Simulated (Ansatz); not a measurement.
# The perfect V wire along [100], 16 atoms a period

What gap, if any, does the V wire along [100], 16 atoms a period have, and how many channels would it open?

Main program and level: Ansatz 0.2.0; DFT PBE, plane waves, PAW; relaxation of a wire's period; PAW set soft_1, in the first sound run; inputs show where later runs differ.

## 1. The starting structure

The cell holds 16 atoms: 16 V. Cell: a = 15.770 Å, b = 15.770 Å, c = 2.990 Å, α = 90.0°, β = 90.0°, γ = 90.0°. Vacuum lies along a and b. The structure's axis is c.

As a file:

```cif
data_structure
_symmetry_space_group_name_H-M 'P 1'
_symmetry_Int_Tables_number 1
_cell_length_a 15.7700
_cell_length_b 15.7700
_cell_length_c 2.9900
_cell_angle_alpha 90.000
_cell_angle_beta 90.000
_cell_angle_gamma 90.000
_cell_volume 743.59
loop_
_atom_site_label
_atom_site_type_symbol
_atom_site_fract_x
_atom_site_fract_y
_atom_site_fract_z
_atom_site_occupancy
V1 V 0.21560 0.50000 0.00000 1
V2 V 0.40520 0.31040 0.00000 1
V3 V 0.40520 0.50000 0.00000 1
V4 V 0.40520 0.68960 0.00000 1
V5 V 0.59480 0.31040 0.00000 1
V6 V 0.59480 0.50000 0.00000 1
V7 V 0.59480 0.68960 0.00000 1
V8 V 0.78440 0.50000 0.00000 1
V9 V 0.31040 0.40520 0.50000 1
V10 V 0.31040 0.59480 0.50000 1
V11 V 0.50000 0.21560 0.50000 1
V12 V 0.50000 0.40520 0.50000 1
V13 V 0.50000 0.59480 0.50000 1
V14 V 0.50000 0.78440 0.50000 1
V15 V 0.68960 0.40520 0.50000 1
V16 V 0.68960 0.59480 0.50000 1
```

## 2. The relaxed wire

Band widths follow the bond lengths, so the wire is relaxed first. The atoms and the third cell vector are free; the box across stays fixed as vacuum. A Fermi-Dirac smearing is set since the result may be a metal. The pressure printed is a third of the stress's trace over the whole box, vacuum included; only the stress along the axis is relaxed.

input.yaml

```yaml
crystal:
  lattice:
    - [15.77, 0.0, 0.0]
    - [0.0, 15.77, 0.0]
    - [0.0, 0.0, 2.99]
  atoms:
    - { symbol: V, position: [0.215599239, 0.5, 0.0] }
    - { symbol: V, position: [0.405199746, 0.310399493, 0.0] }
    - { symbol: V, position: [0.405199746, 0.5, 0.0] }
    - { symbol: V, position: [0.405199746, 0.689600507, 0.0] }
    - { symbol: V, position: [0.594800254, 0.310399493, 0.0] }
    - { symbol: V, position: [0.594800254, 0.5, 0.0] }
    - { symbol: V, position: [0.594800254, 0.689600507, 0.0] }
    - { symbol: V, position: [0.784400761, 0.5, 0.0] }
    - { symbol: V, position: [0.310399493, 0.405199746, 0.5] }
    - { symbol: V, position: [0.310399493, 0.594800254, 0.5] }
    - { symbol: V, position: [0.5, 0.215599239, 0.5] }
    - { symbol: V, position: [0.5, 0.405199746, 0.5] }
    - { symbol: V, position: [0.5, 0.594800254, 0.5] }
    - { symbol: V, position: [0.5, 0.784400761, 0.5] }
    - { symbol: V, position: [0.689600507, 0.405199746, 0.5] }
    - { symbol: V, position: [0.689600507, 0.594800254, 0.5] }
kpoints:
  mp_grid: { grid: [1, 1, 27] }
scf:
  occupations: { method: fermi_dirac, width: 0.05 }
hamiltonian:
  xc: pbe
  pseudopotentials: { kind: paw, azcp: { folder: soft_1 } }
relax:
  cell: { fix: [a, b, alpha, beta, gamma] }
  max_steps: 45
  f_tol: 0.03
```

Run with:

```sh
$ ansatz run input.yaml --threads 4 --pin off --max-ram 16384MiB --backend cpu --events-out ev --progress --plain --runs-dir out
```

Numbers of over 12 decimals in the logs are rounded to 6 here.

Output:

```text
Engine: ansatz 0.2.0, aarch64-unknown-linux-gnu
Pseudopotentials: kind: paw
Pseudopotential: V, paw, valence charge 13, recommended cutoff 420 eV (normal), soft_1/V.paw.azcp
Functional definition: PBE
  parameter kappa = 0.804
  parameter beta = 0.066725
  exchange = pbe_x(kappa = kappa, mu = beta*pi^2/3)
  correlation = pbe_c(beta = beta)
Crystal: 16 atoms, lattice volume = 743.592 Å³
Basis set: ecut = 420 eV, 14361 PW (Γ), exchange–correlation on 216×216×40 points (8 copies of the dense FFT grid, shifted against one another)
Bands: 125, of which v1, the nominal top of the filled ones, is band 104 counted from 1 (103 counted from 0)
Symmetry: 16 space group operations
Space group: P42/mmc (ITA 131), of the structure as read, at distance tolerance 9.1e-5 Å
k-points: 14 of 27
Non-local potential: V, projectors of the file, l = 0: 3, l = 1: 2, l = 2: 3, l = 3: 1
PAW form: soft (Blöchl's): semilocal exchange-correlation on the pseudo side does not see the compensation charge
PAW one-centre angular grid: V, 590 points (default); XC on 64 Gauss nodes
Initial density: superposition of atomic densities (neutral atoms: chi_scale 0, normalization atom)
Initial wavefunctions: pseudopotential atomic-orbital guess
Functional: x = pbe(κ = 0.804, μ = 0.219515), c = pbe(β = 0.066725)
SCF iter   1: F=—  HF=-46608.814715 eV  |F-HF|=—  |Δ(HF+E_count)|=         —  Δρ=7.89e-2  dr2=3.72e2  ethr=3.10e-3  ⟨swp⟩=10.2  Hψ=8156  notcnv=0
preconditioner: auto → LDOS  [metal: Δε(μ)=0.016 eV  Ē_g=3.234 eV  σ=0.050 eV  W_gap=0.08  n_scr=114 (ndim 8)  ℏωp=12.2 eV  f_vac=0.553  D(μ)=16.92/eV (n_scr^D=80)  β→1.0]
SCF iter   2: F=—  HF=-46650.248428 eV  |F-HF|=—  |Δ(HF+E_count)|=    4.14e1  Δρ=2.12e-1  dr2=2.14e3  ethr=3.10e-3  ⟨swp⟩=13.6  Hψ=13801  notcnv=0  defer=10  recentre
SCF iter   3: F=—  HF=-46588.032023 eV  |F-HF|=—  |Δ(HF+E_count)|=    6.22e1  Δρ=4.40e-2  dr2=9.93e1  ethr=3.10e-3  ⟨swp⟩=10.9  Hψ=10098  notcnv=0  defer=4
SCF iter   4: F=—  HF=-46583.474646 eV  |F-HF|=—  |Δ(HF+E_count)|=    4.56e0  Δρ=1.23e-2  dr2=6.55e0  ethr=3.10e-3  ⟨swp⟩=6.1  Hψ=3950  notcnv=0  defer=16
SCF iter   5: F=—  HF=-46583.079229 eV  |F-HF|=—  |Δ(HF+E_count)|=   3.95e-1  Δρ=4.87e-3  dr2=2.44e-1  ethr=3.10e-3  ⟨swp⟩=4.0  Hψ=2944  notcnv=0  defer=16
SCF iter   6: F=—  HF=-46583.083977 eV  |F-HF|=—  |Δ(HF+E_count)|=   4.75e-3  Δρ=4.78e-3  dr2=4.01e-1  ethr=1.17e-4  ⟨swp⟩=5.7  Hψ=3642  notcnv=0  defer=11
SCF iter   7: F=—  HF=-46583.078942 eV  |F-HF|=—  |Δ(HF+E_count)|=   5.04e-3  Δρ=2.52e-3  dr2=2.61e-1  ethr=1.17e-4  ⟨swp⟩=2.8  Hψ=2328  notcnv=0  defer=13
SCF iter   8: F=—  HF=-46583.074587 eV  |F-HF|=—  |Δ(HF+E_count)|=   4.36e-3  Δρ=7.62e-4  dr2=1.22e-2  ethr=1.17e-4  ⟨swp⟩=1.9  Hψ=1838  notcnv=0  defer=12
SCF iter   9: F=—  HF=-46583.075013 eV  |F-HF|=—  |Δ(HF+E_count)|=   4.27e-4  Δρ=5.28e-4  dr2=5.61e-3  ethr=5.88e-6  ⟨swp⟩=2.7  Hψ=2361  notcnv=0  defer=11
SCF iter  10: F=—  HF=-46583.075254 eV  |F-HF|=—  |Δ(HF+E_count)|=   2.41e-4  Δρ=1.89e-4  dr2=4.21e-4  ethr=2.70e-6  ⟨swp⟩=2.0  Hψ=2012  notcnv=0  defer=11
SCF iter  11: F=—  HF=-46583.075280 eV  |F-HF|=—  |Δ(HF+E_count)|=   2.60e-5  Δρ=1.28e-4  dr2=5.37e-4  ethr=2.02e-7  ⟨swp⟩=2.2  Hψ=2348  notcnv=0  defer=11
SCF iter  12: F=—  HF=-46583.075292 eV  |F-HF|=—  |Δ(HF+E_count)|=   1.18e-5  Δρ=7.96e-5  dr2=1.51e-4  ethr=2.02e-7  ⟨swp⟩=1.6  Hψ=2036  notcnv=0  defer=11
SCF iter  13: F=—  HF=-46583.075316 eV  |F-HF|=—  |Δ(HF+E_count)|=   2.37e-5  Δρ=2.46e-5  dr2=1.20e-5  ethr=7.24e-8  ⟨swp⟩=1.9  Hψ=2052  notcnv=0  defer=11
SCF iter  14: F=—  HF=-46583.076335 eV  |F-HF|=—  |Δ(HF+E_count)|=   1.02e-3  Δρ=4.22e-6  dr2=2.55e-7  ethr=5.79e-9  ⟨swp⟩=2.4  Hψ=2337  notcnv=0  defer=11
SCF iter  15: F=-46583.076335 eV  HF=-46583.076335 eV  |F-HF|=1.03e-8  |Δ(HF+E_count)|=   1.45e-7  Δρ=2.15e-6  dr2=3.24e-8  ethr=4.81e-11  ⟨swp⟩=5.9  Hψ=5908  notcnv=0
SCF 1 converged in 15 iterations: F = -46583.076335 eV  dr2 = 3.24e-8
  greatest PAW one-centre occupation: 1.000 electrons in one spin orbital (limit 2), on the V atom at site 12 (counted from 0), in its partial waves of l = 0
relax step   1: F+E_penalty+E_count = -46583.07633525 eV  Δ(F+E_penalty+E_count) = +0.000e0 eV  max|allowed force component| = 2.019e0 eV/Å  Δτ_max = 0.0000 Å  P = -3.889 GPa  Ω = 743.592 Å³  fix = [a, b, alpha, beta, gamma]  reactions: a -3.844, b -3.844 GPa  (15 SCF iters, dr2 threshold 1.00e-7 eV, accepted)
Crystal: 16 atoms, lattice volume = 727.777 Å³
Basis set: ecut = 420 eV, 14153 PW (Γ), exchange–correlation on 216×216×40 points (8 copies of the dense FFT grid, shifted against one another)
Initial density: handed on by an earlier stage of this run
Initial wavefunctions: those handed on with the density
SCF iter   1: F=—  HF=-46584.981476 eV  |F-HF|=—  |Δ(HF+E_count)|=         —  Δρ=1.56e-2  dr2=7.05e0  ethr=3.10e-3  ⟨swp⟩=13.8  Hψ=8711  notcnv=0  defer=2
preconditioner: auto → LDOS  [metal: Δε(μ)=0.025 eV  Ē_g=2.628 eV  σ=0.050 eV  W_gap=0.12  n_scr=106 (ndim 8)  ℏωp=12.3 eV  f_vac=0.598  D(μ)=22.47/eV (n_scr^D=150)  β→1.0]
SCF iter   2: F=—  HF=-46585.189908 eV  |F-HF|=—  |Δ(HF+E_count)|=   2.08e-1  Δρ=1.96e-2  dr2=8.65e0  ethr=3.10e-3  ⟨swp⟩=3.8  Hψ=3075  notcnv=0  defer=13
SCF iter   3: F=—  HF=-46584.437950 eV  |F-HF|=—  |Δ(HF+E_count)|=   7.52e-1  Δρ=2.79e-3  dr2=1.58e-1  ethr=3.10e-3  ⟨swp⟩=2.4  Hψ=2570  notcnv=0  defer=13
SCF iter   4: F=—  HF=-46584.433034 eV  |F-HF|=—  |Δ(HF+E_count)|=   4.92e-3  Δρ=9.57e-4  dr2=8.79e-3  ethr=7.58e-5  ⟨swp⟩=3.7  Hψ=3174  notcnv=0  defer=13
SCF iter   5: F=—  HF=-46584.433734 eV  |F-HF|=—  |Δ(HF+E_count)|=   7.00e-4  Δρ=3.32e-4  dr2=9.38e-4  ethr=4.23e-6  ⟨swp⟩=2.9  Hψ=3312  notcnv=0  defer=12
SCF iter   6: F=—  HF=-46584.435455 eV  |F-HF|=—  |Δ(HF+E_count)|=   1.72e-3  Δρ=1.56e-4  dr2=2.20e-4  ethr=4.51e-7  ⟨swp⟩=2.6  Hψ=3017  notcnv=0  defer=12
SCF iter   7: F=—  HF=-46584.435574 eV  |F-HF|=—  |Δ(HF+E_count)|=   1.19e-4  Δρ=7.30e-5  dr2=4.65e-5  ethr=1.06e-7  ⟨swp⟩=2.5  Hψ=2982  notcnv=0  defer=12
SCF iter   8: F=—  HF=-46584.435589 eV  |F-HF|=—  |Δ(HF+E_count)|=   1.49e-5  Δρ=3.24e-5  dr2=1.27e-5  ethr=2.24e-8  ⟨swp⟩=2.4  Hψ=2732  notcnv=0  defer=12
SCF iter   9: F=-46584.435591 eV  HF=-46584.435592 eV  |F-HF|=3.85e-7  |Δ(HF+E_count)|=   2.56e-6  Δρ=9.16e-6  dr2=1.33e-6  ethr=7.69e-10  ⟨swp⟩=3.7  Hψ=6104  notcnv=0
SCF 2 converged in 9 iterations: F = -46584.435591 eV  dr2 = 1.33e-6
[...]
SCF 3 converged in 9 iterations: F = -46584.613490 eV  dr2 = 3.90e-7
  greatest PAW one-centre occupation: 1.000 electrons in one spin orbital (limit 2), on the V atom at site 5 (counted from 0), in its partial waves of l = 0
relax step   3: F+E_penalty+E_count = -46584.61349030 eV  Δ(F+E_penalty+E_count) = -1.779e-1 eV  max|allowed force component| = 2.744e-1 eV/Å  Δτ_max = 0.1257 Å  P = +0.830 GPa  Ω = 735.718 Å³  energy of the carried Pulay correction = +2.062e-3 eV  fix = [a, b, alpha, beta, gamma]  reactions: a +0.895, b +0.895 GPa  (9 SCF iters, dr2 threshold 1.60e-6 eV, accepted)
[...]
relax step   4: F+E_penalty+E_count = -46584.65288759 eV  Δ(F+E_penalty+E_count) = -3.940e-2 eV  max|allowed force component| = 6.756e-2 eV/Å  Δτ_max = 0.0442 Å  P = -0.022 GPa  Ω = 735.329 Å³  energy of the carried Pulay correction = +2.164e-3 eV  fix = [a, b, alpha, beta, gamma]  reactions: a -0.078, b -0.078 GPa  (8 SCF iters, dr2 threshold 1.60e-6 eV, accepted)
[...]
relax step   5: F+E_penalty+E_count = -46584.65503391 eV  Δ(F+E_penalty+E_count) = -2.146e-3 eV  max|allowed force component| = 3.140e-2 eV/Å  Δτ_max = 0.0075 Å  P = -0.013 GPa  Ω = 736.873 Å³  energy of the carried Pulay correction = +1.758e-3 eV  fix = [a, b, alpha, beta, gamma]  reactions: a -0.015, b -0.015 GPa  (8 SCF iters, dr2 threshold 2.85e-7 eV, accepted)
[...]
relax step   6: F+E_penalty+E_count = -46584.65523326 eV  Δ(F+E_penalty+E_count) = -1.993e-4 eV  max|allowed force component| = 2.009e-3 eV/Å  Δτ_max = 0.0020 Å  P = -0.002 GPa  Ω = 736.903 Å³  energy of the carried Pulay correction = +1.750e-3 eV  fix = [a, b, alpha, beta, gamma]  reactions: a -0.004, b -0.004 GPa  (7 SCF iters, dr2 threshold 6.16e-8 eV, accepted)
Initial wavefunctions: pseudopotential atomic-orbital guess (no wavefunctions were taken with the density)
iter 1 solved again at ethr=8.14e-7 eV; its pass at ethr=3.10e-3 eV (dr2=1.69e-3 eV) is discarded
SCF iter   1: F=—  HF=-46584.651765 eV  |F-HF|=—  |Δ(HF+E_count)|=         —  Δρ=1.44e-5  dr2=3.30e-7  ethr=8.14e-7  ⟨swp⟩=5.1  Hψ=12901  notcnv=0
eigensolver tolerance schedule: the retry pair's looser diagonalisation over-reported the residual by 5135.01 of it (diagonalisation noise at an unbounded share of the residual, at the tolerance the schedule requests for it); recorded, not acted on — ethr = c·dr2/N_el stays at c = 1.0e-1
preconditioner: auto → LDOS  [metal: Δε(μ)=0.018 eV  Ē_g=2.626 eV  σ=0.050 eV  W_gap=0.09  n_scr=114 (ndim 8)  ℏωp=12.2 eV  f_vac=0.602  D(μ)=21.10/eV (n_scr^D=126)  β→1.0]
SCF iter   2: F=—  HF=-46584.653131 eV  |F-HF|=—  |Δ(HF+E_count)|=   1.37e-3  Δρ=1.55e-5  dr2=1.48e-6  ethr=1.58e-10  ⟨swp⟩=4.6  Hψ=5142  notcnv=0
SCF iter   3: F=—  HF=-46584.653131 eV  |F-HF|=—  |Δ(HF+E_count)|=   4.04e-7  Δρ=4.73e-6  dr2=1.61e-7  ethr=1.58e-10  ⟨swp⟩=2.7  Hψ=3316  notcnv=0
SCF iter   4: F=—  HF=-46584.653131 eV  |F-HF|=—  |Δ(HF+E_count)|=   1.61e-8  Δρ=1.56e-6  dr2=2.53e-8  ethr=7.76e-11  ⟨swp⟩=3.0  Hψ=3775  notcnv=0
SCF iter   5: F=—  HF=-46584.653131 eV  |F-HF|=—  |Δ(HF+E_count)|=  5.68e-10  Δρ=4.07e-7  dr2=1.81e-9  ethr=1.22e-11  ⟨swp⟩=2.0  Hψ=2210  notcnv=0
SCF iter   6: F=—  HF=-46584.653131 eV  |F-HF|=—  |Δ(HF+E_count)|=  1.82e-10  Δρ=1.72e-7  dr2=5.06e-10  ethr=1.00e-12  ⟨swp⟩=2.1  Hψ=2361  notcnv=0
SCF iter   7: F=-46584.653131 eV  HF=-46584.653131 eV  |F-HF|=3.64e-11  |Δ(HF+E_count)|=  1.46e-11  Δρ=8.22e-8  dr2=8.25e-11  ethr=1.00e-12  ⟨swp⟩=5.3  Hψ=5584  notcnv=0
SCF 7 converged in 7 iterations: F = -46584.653131 eV  dr2 = 8.25e-11
relax step   7: F+E_penalty+E_count = -46584.65313070 eV  Δ(F+E_penalty+E_count) = +2.103e-3 eV  max|allowed force component| = 1.914e-3 eV/Å  Δτ_max = 0.0000 Å  P = +0.007 GPa  Ω = 736.903 Å³  fix = [a, b, alpha, beta, gamma]  reactions: a +0.005, b +0.005 GPa  stress off target by 1.15e-2 GPa on what of the cell is left free  SCF on the basis re-selected at this cell (its energy is not comparable with the rows above)  (7 SCF iters)
basis re-selected at this cell: Δ(F+E_penalty+E_count) = +2.103e-3 eV, ΔP = +0.009 GPa vs the last step (what re-selecting the basis moved, of the pressure what is left beyond the Pulay correction that the steps carried, after the strain that the cell walked since its last selection, with what the two solves' SCF thresholds leave and, on support functions, any second-order correction that the steps lacked; it is no m [...]
SCF converged after 7 iterations
Free energy (F): -46584.653131 eV
Harris-Foulkes:  -46584.653131 eV  (|F-HF|=3.64e-11)
Internal energy: -46584.478904 eV  (E = F + TS)
E sigma→0 (E₀):  -46584.566017 eV
Entropy (-TS):   -0.174227 eV (-10.889 meV/atom)
Fermi energy:    2.156598 eV
--- Per-component energies (eV) ---
  E_band       = -5323.223627
  E_kinetic    = 4730.603704
  E_local      = -146593.569632  (includes V_loc(G=0)·N_el)
  E_nonlocal   = 1334.277041
  E_hartree    = 70465.971802
  E_xc         = -1829.375069
  E_vxc        = -2313.161582  (∫ρ·V_xc dr)
  E_paw        = -18018.606954  (= ΣΔE_a)
  E_vpaw       = -3413.336007  (= ΣTr[D̂ρ^β])
  E_aug_tail   = 0.016874  (compensation charges beyond the density's cutoff)
  E_ewald      = 43326.203331
  E_smearing   = -0.174227  (= −TS)
  E_closure    = 0.000000  (closes the sum)
  Σ components = -46584.653131   (vs F -46584.653131, Δ=0.00e0)
--- Forces (eV/Å), atoms counted from 1 ---
  atom   1  V     -0.00129909     0.00000000     0.00000000
  atom   2  V     -0.00115922     0.00191368     0.00000000
  atom   3  V     -0.00137825     0.00000000     0.00000000
  atom   4  V     -0.00115922    -0.00191368     0.00000000
  atom   5  V      0.00115922     0.00191368     0.00000000
  atom   6  V      0.00137825     0.00000000     0.00000000
  atom   7  V      0.00115922    -0.00191368     0.00000000
  atom   8  V      0.00129909     0.00000000     0.00000000
  atom   9  V      0.00191368    -0.00115922     0.00000000
  atom  10  V      0.00191368     0.00115922     0.00000000
  atom  11  V      0.00000000    -0.00129909     0.00000000
  atom  12  V      0.00000000    -0.00137825     0.00000000
  atom  13  V      0.00000000     0.00137825     0.00000000
  atom  14  V      0.00000000     0.00129909     0.00000000
  atom  15  V     -0.00191368    -0.00115922     0.00000000
  atom  16  V     -0.00191368     0.00115922     0.00000000
  max |Σ_I F_I| component: 8.67e-19 eV/Å
--- Stress (GPa, compression-positive) ---
        0.004774       0.000000       0.000000
        0.000000       0.004774       0.000000
        0.000000       0.000000       0.011495
  P = ⅓ Tr σ = 0.0070 GPa (0.070 kbar)
--- Relaxed structure (6 steps of the walk, 6 accepted, 1 SCFs on fresh bases) ---
  F+E_penalty+E_count = -46584.65313070 eV   max|allowed force component| = 1.914e-3 eV/Å   (the final SCF, on the basis selected at the relaxed cell)
  cell:  # Å, volume = 736.9029 Å³
    - [15.77, 0.0, 0.0]
    - [0.0, 15.77, 0.0]
    - [0.0, 0.0, 2.963104]
  atoms:
    - { symbol: V, position: [0.233114, 0.500000, 0.0] }
    - { symbol: V, position: [0.410437, 0.312708, 0.0] }
    - { symbol: V, position: [0.407058, 0.500000, 0.0] }
    - { symbol: V, position: [0.410437, 0.687292, 0.0] }
    - { symbol: V, position: [0.589563, 0.312708, 0.0] }
    - { symbol: V, position: [0.592942, 0.500000, 0.0] }
    - { symbol: V, position: [0.589563, 0.687292, 0.0] }
    - { symbol: V, position: [0.766886, 0.500000, 0.0] }
    - { symbol: V, position: [0.312708, 0.410437, 0.500000] }
    - { symbol: V, position: [0.312708, 0.589563, 0.500000] }
    - { symbol: V, position: [0.500000, 0.233114, 0.500000] }
    - { symbol: V, position: [0.500000, 0.407058, 0.500000] }
    - { symbol: V, position: [0.500000, 0.592942, 0.500000] }
    - { symbol: V, position: [0.500000, 0.766886, 0.500000] }
    - { symbol: V, position: [0.687292, 0.410437, 0.500000] }
    - { symbol: V, position: [0.687292, 0.589563, 0.500000] }
```

Wall time 4.5 min (4 threads of Arm Neoverse V1, shared host); peak memory 2.6 GiB.

This run has no spin polarisation, although V can carry a moment.

[end of part 1 of 2]

[Logs are printed without paths, hosts, clocks, repeated set-up lines and the standing remarks that a program may print on its own settings, such as how far it seeks lower states.]

[Hosts, paths, dates, database ids (printed as entryN), source tags and the programs' standing remarks are cut or masked in the printed files.]
